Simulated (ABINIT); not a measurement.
# InGeH3 (Pm-3m): zone-centre phonons, part 2 of 3

Which modes does InGeH3 (Pm-3m) have at the zone centre?

ABINIT 10.8.3; DFT LDA, scalar-relativistic, plane waves, HGH norm-conserving pseudopotentials.

So far. Step 5 (Relaxing the cell and atoms): The volume changes by -1.1 % in this run and stands -34.0 % from the first cell. Step 6 (Self-consistent run for the response): The cell stands at -0.48 GPa: the relaxation ran with a smoothed and higher cutoff, and the difference is a stress of the finite basis. The relaxed cell has a = 3.840 Å (conventional setting).

The structure was built from a prototype and need not be the compound's stable phase.

## 7. Linear response at Γ

At q = 0 one unit cell holds all displacements. The response is solved for single atoms along the cell's directions, and symmetry skips those that follow from others. The crystal is treated as a metal, which screens a static field, so no field response is asked.

Input file dfpt_gamma.abi:

```

# common to the responses
getwfk_filepath "gso_WFK"
kptopt 2
nqpt 1
qpt 0.0 0.0 0.0
asr 0
chneut 0

# displacements
rfphon 1
rfatpol 1 5
rfdir 1 1 1
tolvrs 1.0d-10
prtwf 0

# basis, mesh and filling
ecut 35.0
ixc 7
ngkpt 6 6 6
nshiftk 1
shiftk 0.0 0.0 0.0
istwfk *1
occopt 3
tsmear 0.01
nband 11
nstep 100
diemac 1000000.0
prtebands 0
prtgsr 0

# cell and atoms
acell 3*1.0 Angstrom
rprim 
    3.83970612 0.0 0.0
    0.0 3.83970612 0.0
    0.0 0.0 3.83970612
ntypat 3
znucl 49 32 1
natom 5
typat 1 2 3 3 3
xred 
    0.0 0.0 0.0
    0.5 0.5 0.5
    0.5 0.5 0.0
    0.5 0.0 0.5
    0.0 0.5 0.5
pp_dirpath "./pseudo"
pseudos "In.hgh, Ge.hgh, H.hgh"
```

On the command line:

```bash
OMP_NUM_THREADS=1 mpirun -n 2 abinit dfpt_gamma.abi > dfpt_gamma.log
```

Numbers of over 12 decimals in the logs are rounded to 6 here.

dfpt_gamma.abo, the main output file:

```text
[banners, grids, parts of the stress and lines that vanish by symmetry left out]
- input  file    -> dfpt_gamma.abi
- output file    -> dfpt_gamma.abo
- root for input  files -> dfpt_gammai
- root for output files -> dfpt_gammao

 Symmetries : space group Pm -3 m (#221); Bravais cP (primitive cubic)
================================================================================
 Values of the parameters that define the memory need of the present run (RF).
     intxc =       0      iscf =       7    lmnmax =       6     lnmax =       6
     mgfft =      40  mpssoang =       3    mqgrid =    3001     natom =       5
  nloc_mem =       1    nspden =       1   nspinor =       1    nsppol =       1
      nsym =      48    n1xccc =       0    ntypat =       3    occopt =       3
   xclevel =       1
-    mband =          11        mffmem =           1         mkmem =          56
-   mkqmem =          56        mk1mem =          56           mpw =        3840
      nfft =       64000          nkpt =         112
- my_mband =          11
================================================================================
================================================================================

--------------------------------------------------------------------------------
------------- Echo of variables that govern the present computation ------------
--------------------------------------------------------------------------------
-
- outvars: echo of selected default values
-   iomode0 =  0 , fftalg0 =312 , wfoptalg0 =  0
-
- outvars: echo of global parameters not present in the input file
-  max_nthreads =    1
-
 -outvars: echo values of preprocessed input variables
 [... echo left out ...]
================================================================================

 chkinp: Checking input parameters for consistency.

[...]
== DATASET  1 ==================================================================
-   mpi_nproc: 2, omp_nthreads: 1 (-1 if OMP is not activated)

--- !DatasetInfo
iteration_state: {dtset: 1, }
dimensions: {natom: 5, nkpt: 112, mband: 11, nsppol: 1, nspinor: 1, nspden: 1, mpw: 3840, }
cutoff_energies: {ecut:  35.0, pawecutdg:  -1.0, }
electrons: {nelect:   1.00000000E+01, charge:   0.00000000E+00, occopt:   3.00000000E+00, tsmear:   1.00000000E-02, }
meta: {optdriver: 1, rfphon: 1, }
...

 mkfilename: getwfk from: gso_WFK

 Exchange-correlation functional for the present dataset will be:
  LDA: Perdew-Wang 92 LSD fit to Ceperley-Alder data - ixc=7
 Citation for XC functional:
  J.P.Perdew and Y.Wang, PRB 45, 13244 (1992)

 Real(R)+Recip(G) space primitive vectors, cartesian coordinates (Bohr,Bohr^-1):
 R(1)=  7.2559930  0.0000000  0.0000000  G(1)=  0.1378171  0.0000000  0.0000000
 R(2)=  0.0000000  7.2559930  0.0000000  G(2)=  0.0000000  0.1378171  0.0000000
 R(3)=  0.0000000  0.0000000  7.2559930  G(3)=  0.0000000  0.0000000  0.1378171
 Unit cell volume ucvol=  3.8202392E+02 bohr^3
 Angles (23,13,12)=  9.00000000E+01  9.00000000E+01  9.00000000E+01 degrees
 setup1 : take into account q-point for computing boxcut.

 getcut: wavevector=  0.0000  0.0000  0.0000  ngfft=  40  40  40
         ecut(hartree)=     35.000   => boxcut(ratio)=   2.06997

--- Pseudopotential description ------------------------------------------------
- pspini: atom type   1  psp file is ./pseudo/In.hgh

- pspini: atom type   2  psp file is ./pseudo/Ge.hgh

- pspini: atom type   3  psp file is ./pseudo/H.hgh

   2.45834915E+02                                ecore*ucvol(ha*bohr**3)
--------------------------------------------------------------------------------

 ==>  initialize data related to q vector <==

 The list of irreducible perturbations for this q vector is:
    1)    idir= 1    ipert=   1
    2)    idir= 1    ipert=   2
    3)    idir= 1    ipert=   3
    4)    idir= 3    ipert=   3

[...]
The perturbation idir=   2  ipert=   1 is
 symmetric of a previously calculated perturbation.
 So, its SCF calculation is not needed.

 The perturbation idir=   3  ipert=   1 is
 symmetric of a previously calculated perturbation.
 So, its SCF calculation is not needed.

 The perturbation idir=   2  ipert=   2 is
 symmetric of a previously calculated perturbation.
 So, its SCF calculation is not needed.

 The perturbation idir=   3  ipert=   2 is
 symmetric of a previously calculated perturbation.
 So, its SCF calculation is not needed.

[...]
The perturbation idir=   2  ipert=   5 is
 symmetric of a previously calculated perturbation.
 So, its SCF calculation is not needed.

 The perturbation idir=   3  ipert=   5 is
 symmetric of a previously calculated perturbation.
 So, its SCF calculation is not needed.

--------------------------------------------------------------------------------
 Perturbation wavevector (in red.coord.)   0.000000  0.000000  0.000000
 Perturbation : displacement of atom   1   along direction   1
 Found     8 symmetries that leave the perturbation invariant.

[...]
dfpt_looppert : total number of electrons, from k and k+q
  fully or partially occupied states are    1.000000E+01 and    1.000000E+01.
 Initialisation of the first-order wave-functions :
  ireadwf=   0

--- !BeginCycle
iteration_state: {dtset: 1, }
solver: {iscf: 7, nstep: 100, nline: 4, wfoptalg: 0, }
tolerances: {tolvrs: 1.00E-10, }
...

     iter   2DEtotal(Ha)        deltaE(Ha) residm    vres2
-ETOT  1   3.631325     -2.632E+01 1.431E-01 1.363E+04
 ETOT  2  0.669679     -2.962E+00 1.948E-03 1.892E+02
 ETOT  3  0.627572     -4.211E-02 4.185E-05 1.679E+00
 ETOT  4  0.627224     -3.480E-04 4.718E-07 9.778E-03
 ETOT  5  0.627222     -1.442E-06 4.327E-09 6.194E-05
[...]
At SCF step    8       vres2   =  8.40E-12 < tolvrs=  1.00E-10 =>converged.
[...]
Mean square residual over all n,k,spin=   62.703E-18; max=  38.631E-17

 Thirteen components of 2nd-order total energy (hartree) are
 1,2,3: 0th-order hamiltonian combined with 1st-order wavefunctions
     kin0=   2.84351540E+01 eigvalue=   2.34178203E-01  local=  -7.27886312E+00
 4,5,6: 1st-order hamiltonian combined with 1st and 0th-order wfs
 loc psp =  -1.83828165E+01  Hartree=   3.52181911E+00     xc=  -2.70834027E+00
 note that "loc psp" includes a xc core correction that could be resolved
 7,8,9: eventually, occupation + non-local contributions
    edocc=   2.46205735E+00     enl0=   4.66291791E+00   enl1=  -4.02750296E+01
 1-9 gives the relaxation energy (to be shifted if some occ is /=2.0)
   erelax=  -2.93289230E+01
 10,11,12 Non-relaxation  contributions : frozen-wavefunctions and Ewald
 fr.local=  -1.70679715E+00 fr.nonlo=   1.95399158E+01  Ewald=   1.21230264E+01
 13,14 Frozen wf xc core corrections (1) and (2)
 frxc 1  =   0.00000000E+00  frxc 2 =   0.00000000E+00
 Resulting in :
 2DEtotal=    0.6272221222E+00 Ha. Also 2DEtotal=    0.170675834287E+02 eV
    (2DErelax=   -2.9328922959E+01 Ha. 2DEnonrelax=    2.9956145081E+01 Ha)
    (  non-var. 2DEtotal :    6.2722203035E-01 Ha)

[...]
Perturbation wavevector (in red.coord.)   0.000000  0.000000  0.000000
 Perturbation : displacement of atom   2   along direction   1
 Found     8 symmetries that leave the perturbation invariant.

[...]
dfpt_looppert : total number of electrons, from k and k+q
  fully or partially occupied states are    1.000000E+01 and    1.000000E+01.
 Initialisation of the first-order wave-functions :
  ireadwf=   0

--- !BeginCycle
iteration_state: {dtset: 1, }
solver: {iscf: 7, nstep: 100, nline: 4, wfoptalg: 0, }
tolerances: {tolvrs: 1.00E-10, }
...

     iter   2DEtotal(Ha)        deltaE(Ha) residm    vres2
-ETOT  1   17.666864922974     -7.813E+01 5.196E-01 7.341E+04
[...]
At SCF step    8       vres2   =  1.91E-11 < tolvrs=  1.00E-10 =>converged.
[...]
Mean square residual over all n,k,spin=   15.191E-17; max=  15.675E-16

 Thirteen components of 2nd-order total energy (hartree) are
 1,2,3: 0th-order hamiltonian combined with 1st-order wavefunctions
     kin0=   9.27443750E+01 eigvalue=   2.76644662E+00  local=  -4.63376619E+01
 4,5,6: 1st-order hamiltonian combined with 1st and 0th-order wfs
 loc psp =  -1.90576705E+01  Hartree=   1.75983755E+01     xc=  -9.02762282E+00
 note that "loc psp" includes a xc core correction that could be resolved
 7,8,9: eventually, occupation + non-local contributions
    edocc=   9.80076638E+00     enl0=   2.86545530E+01   enl1=  -1.73340793E+02
 1-9 gives the relaxation energy (to be shifted if some occ is /=2.0)
   erelax=  -9.61992317E+01
 10,11,12 Non-relaxation  contributions : frozen-wavefunctions and Ewald
 fr.local=   8.75830377E-01 fr.nonlo=   8.10697582E+01  Ewald=   1.38548873E+01
 13,14 Frozen wf xc core corrections (1) and (2)
 frxc 1  =   0.00000000E+00  frxc 2 =   0.00000000E+00
 Resulting in :
 2DEtotal=   -0.3987558390E+00 Ha. Also 2DEtotal=   -0.108506991532E+02 eV
    (2DErelax=   -9.6199231740E+01 Ha. 2DEnonrelax=    9.5800475901E+01 Ha)
    (  non-var. 2DEtotal :   -3.9875578841E-01 Ha)

[...]
Perturbation wavevector (in red.coord.)   0.000000  0.000000  0.000000
 Perturbation : displacement of atom   3   along direction   1
 Found     4 symmetries that leave the perturbation invariant.

[...]
dfpt_looppert : total number of electrons, from k and k+q
  fully or partially occupied states are    1.000000E+01 and    1.000000E+01.
 Initialisation of the first-order wave-functions :
  ireadwf=   0

--- !BeginCycle
iteration_state: {dtset: 1, }
solver: {iscf: 7, nstep: 100, nline: 4, wfoptalg: 0, }
tolerances: {tolvrs: 1.00E-10, }
...

     iter   2DEtotal(Ha)        deltaE(Ha) residm    vres2
-ETOT  1   3.797935     -4.920E+01 3.970E-01 1.420E+04
[...]
At SCF step    9       vres2   =  1.09E-12 < tolvrs=  1.00E-10 =>converged.
[...]
Mean square residual over all n,k,spin=   92.848E-19; max=  27.975E-17

 Thirteen components of 2nd-order total energy (hartree) are
 1,2,3: 0th-order hamiltonian combined with 1st-order wavefunctions
     kin0=   5.72733508E+01 eigvalue=   1.05987717E+00  local=  -1.31417553E+01
 4,5,6: 1st-order hamiltonian combined with 1st and 0th-order wfs
 loc psp =  -1.05130129E+02  Hartree=   9.85580735E+00     xc=  -6.08648111E+00
 note that "loc psp" includes a xc core correction that could be resolved
 7,8,9: eventually, occupation + non-local contributions
    edocc=   3.41557605E+00     enl0=   1.88689735E-01   enl1=   0.00000000E+00
 1-9 gives the relaxation energy (to be shifted if some occ is /=2.0)
   erelax=  -5.25650647E+01
 10,11,12 Non-relaxation  contributions : frozen-wavefunctions and Ewald
 fr.local=   5.48965411E+01 fr.nonlo=   0.00000000E+00  Ewald=  -1.90149556E+00
 13,14 Frozen wf xc core corrections (1) and (2)
 frxc 1  =   0.00000000E+00  frxc 2 =   0.00000000E+00
 Resulting in :
 2DEtotal=    0.4299808076E+00 Ha. Also 2DEtotal=    0.117003738348E+02 eV
    (2DErelax=   -5.2565064727E+01 Ha. 2DEnonrelax=    5.2995045535E+01 Ha)
    (  non-var. 2DEtotal :    4.2998081110E-01 Ha)

[...]
Perturbation wavevector (in red.coord.)   0.000000  0.000000  0.000000
 Perturbation : displacement of atom   3   along direction   3
 Found     8 symmetries that leave the perturbation invariant.

--------------------------------------------------------------------------------

--------------------------------------------------------------------------------

 dfpt_looppert : total number of electrons, from k and k+q
  fully or partially occupied states are    1.000000E+01 and    1.000000E+01.
 Initialisation of the first-order wave-functions :
  ireadwf=   0

--- !BeginCycle
iteration_state: {dtset: 1, }
solver: {iscf: 7, nstep: 100, nline: 4, wfoptalg: 0, }
tolerances: {tolvrs: 1.00E-10, }
...

     iter   2DEtotal(Ha)        deltaE(Ha) residm    vres2
-ETOT  1   4.608225     -5.166E+01 5.029E-01 2.127E+04
[...]
ETOT  7  -1.338464     -4.010E-11 3.084E-13 9.417E-10
 ETOT  8  -1.338464      7.603E-13 4.681E-16 2.750E-12

 At SCF step    8       vres2   =  2.75E-12 < tolvrs=  1.00E-10 =>converged.
[...]
Mean square residual over all n,k,spin=   71.617E-18; max=  46.812E-17

 Thirteen components of 2nd-order total energy (hartree) are
 1,2,3: 0th-order hamiltonian combined with 1st-order wavefunctions
     kin0=   5.56100284E+01 eigvalue=   9.80061081E-01  local=  -1.31773162E+01
 4,5,6: 1st-order hamiltonian combined with 1st and 0th-order wfs
 loc psp =  -1.15213509E+02  Hartree=   1.27889658E+01     xc=  -7.51924362E+00
 note that "loc psp" includes a xc core correction that could be resolved
 7,8,9: eventually, occupation + non-local contributions
    edocc=   8.49837859E+00     enl0=   4.25880443E-01   enl1=   0.00000000E+00
 1-9 gives the relaxation energy (to be shifted if some occ is /=2.0)
   erelax=  -5.76067544E+01
 10,11,12 Non-relaxation  contributions : frozen-wavefunctions and Ewald
 fr.local=   3.68785514E+01 fr.nonlo=   0.00000000E+00  Ewald=   1.93897393E+01
 13,14 Frozen wf xc core corrections (1) and (2)
 frxc 1  =   0.00000000E+00  frxc 2 =   0.00000000E+00
 Resulting in :
 2DEtotal=   -0.1338463652E+01 Ha. Also 2DEtotal=   -0.364214514099E+02 eV
    (2DErelax=   -5.7606754443E+01 Ha. 2DEnonrelax=    5.6268290791E+01 Ha)
    (  non-var. 2DEtotal :   -1.3384636453E+00 Ha)

[...]
---- first-order wavefunction calculations are completed ----

 ==> Compute Derivative Database <==

 [... matrices left out ...]
  Phonon wavevector (reduced coordinates) :  0.00000  0.00000  0.00000
 Phonon energies in Hartree :
  -3.757872E-03 -3.757872E-03 -3.757872E-03 -2.555242E-06 -2.555241E-06
  -2.555238E-06  3.812894E-04  3.812894E-04  3.812894E-04  2.009373E-03
   2.009373E-03  2.009373E-03  2.234251E-03  2.234251E-03  2.234251E-03
 Phonon frequencies in cm-1    :
- -8.247576E+02 -8.247576E+02 -8.247576E+02 -5.608107E-01 -5.608105E-01
- -5.608099E-01  8.368336E+01  8.368336E+01  8.368336E+01  4.410064E+02
-  4.410064E+02  4.410064E+02  4.903614E+02  4.903614E+02  4.903614E+02

== END DATASET(S) ==============================================================
================================================================================

 -outvars: echo values of variables after computation
            acell      1.8897261259E+00  1.8897261259E+00  1.8897261259E+00 Bohr
           etotal     -1.3384636520E+00
            fcart      0.0000000000E+00  0.0000000000E+00  0.0000000000E+00
           strten      0.0000000000E+00  0.0000000000E+00  0.0000000000E+00
================================================================================
```

Elapsed: 90 s, on 2 MPI ranks of Arm Neoverse V1, shared host; 3 min of CPU time.

Read from the output:

* largest acoustic frequency at the zone centre before the sum rule: -0.56 cm⁻¹
* highest optical zone-centre mode (no LO-TO term): 490.4 cm⁻¹
* lowest optical zone-centre mode: -824.8 cm⁻¹

The acoustic modes at Γ come out as far as 0.6 cm⁻¹ from zero, where they should vanish, a small numerical error. The lowest optical mode is imaginary, 825i cm⁻¹, an instability at this level and on this k mesh.

(Part 2 of 3 ends here.)

[Host names and launcher messages were left out of these logs when they were recorded.]

[Logs are printed without paths, hosts, clocks, repeated set-up lines and the standing remarks that a program may print on its own settings, such as how far it seeks lower states.]

[Hosts, paths, dates, database ids (printed as entryN), source tags and the programs' standing remarks are cut or masked in the printed files.]
